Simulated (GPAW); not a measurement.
# Polarising VGe2As4 monolayer with a field along the normal

The dipole of the cell at several fields, atoms fixed. What does the strongest field give, and what length does the slope stand for?

Set-up. GPAW 26.7.0, plane waves (400 eV), PAW setups, PBE, 9×9 mesh, a dipole layer in the vacuum; geometry relaxed without an applied field with GPAW. The cell's area is 11.97 Å², and e/ε0 = 180.95 V Å.

Results, with one row withheld:

```
field (V/Å)  dipole (e Å)
       −0.2       −0.1631
       −0.1       −0.0815
      −0.05       −0.0407
       0.05        0.0407
        0.1        0.0815
        0.2        0.1631
        0.3             ?
```

Q: What is the dipole at 0.3 V/Å?

**Working.** A line through the 6 points has the slope α = 0.815 e Å per V/Å and the intercept p₀ = 0.0000 e Å (r.m.s. residual 4.7e−05). At 0.3 V/Å it gives p = 0.0000 + 0.815 × 0.3 = 0.2446 e Å; the run gives 0.2447 e Å, so the response stays linear to 0.1 % of the induced part. Dividing by ε0 and the area: α/(ε0 A) = 0.815 × 180.95 / 11.97 = 12.33 Å, against 10.10 Å between the outer nuclei.

**Limits.** This is the electronic response alone; ions that move would add to it in polar layers. Spin-polarised runs started from parallel moments; another order may lie lower.

[Logs are printed without paths, hosts, clocks, repeated set-up lines and the standing remarks that a program may print on its own settings, such as how far it seeks lower states.]
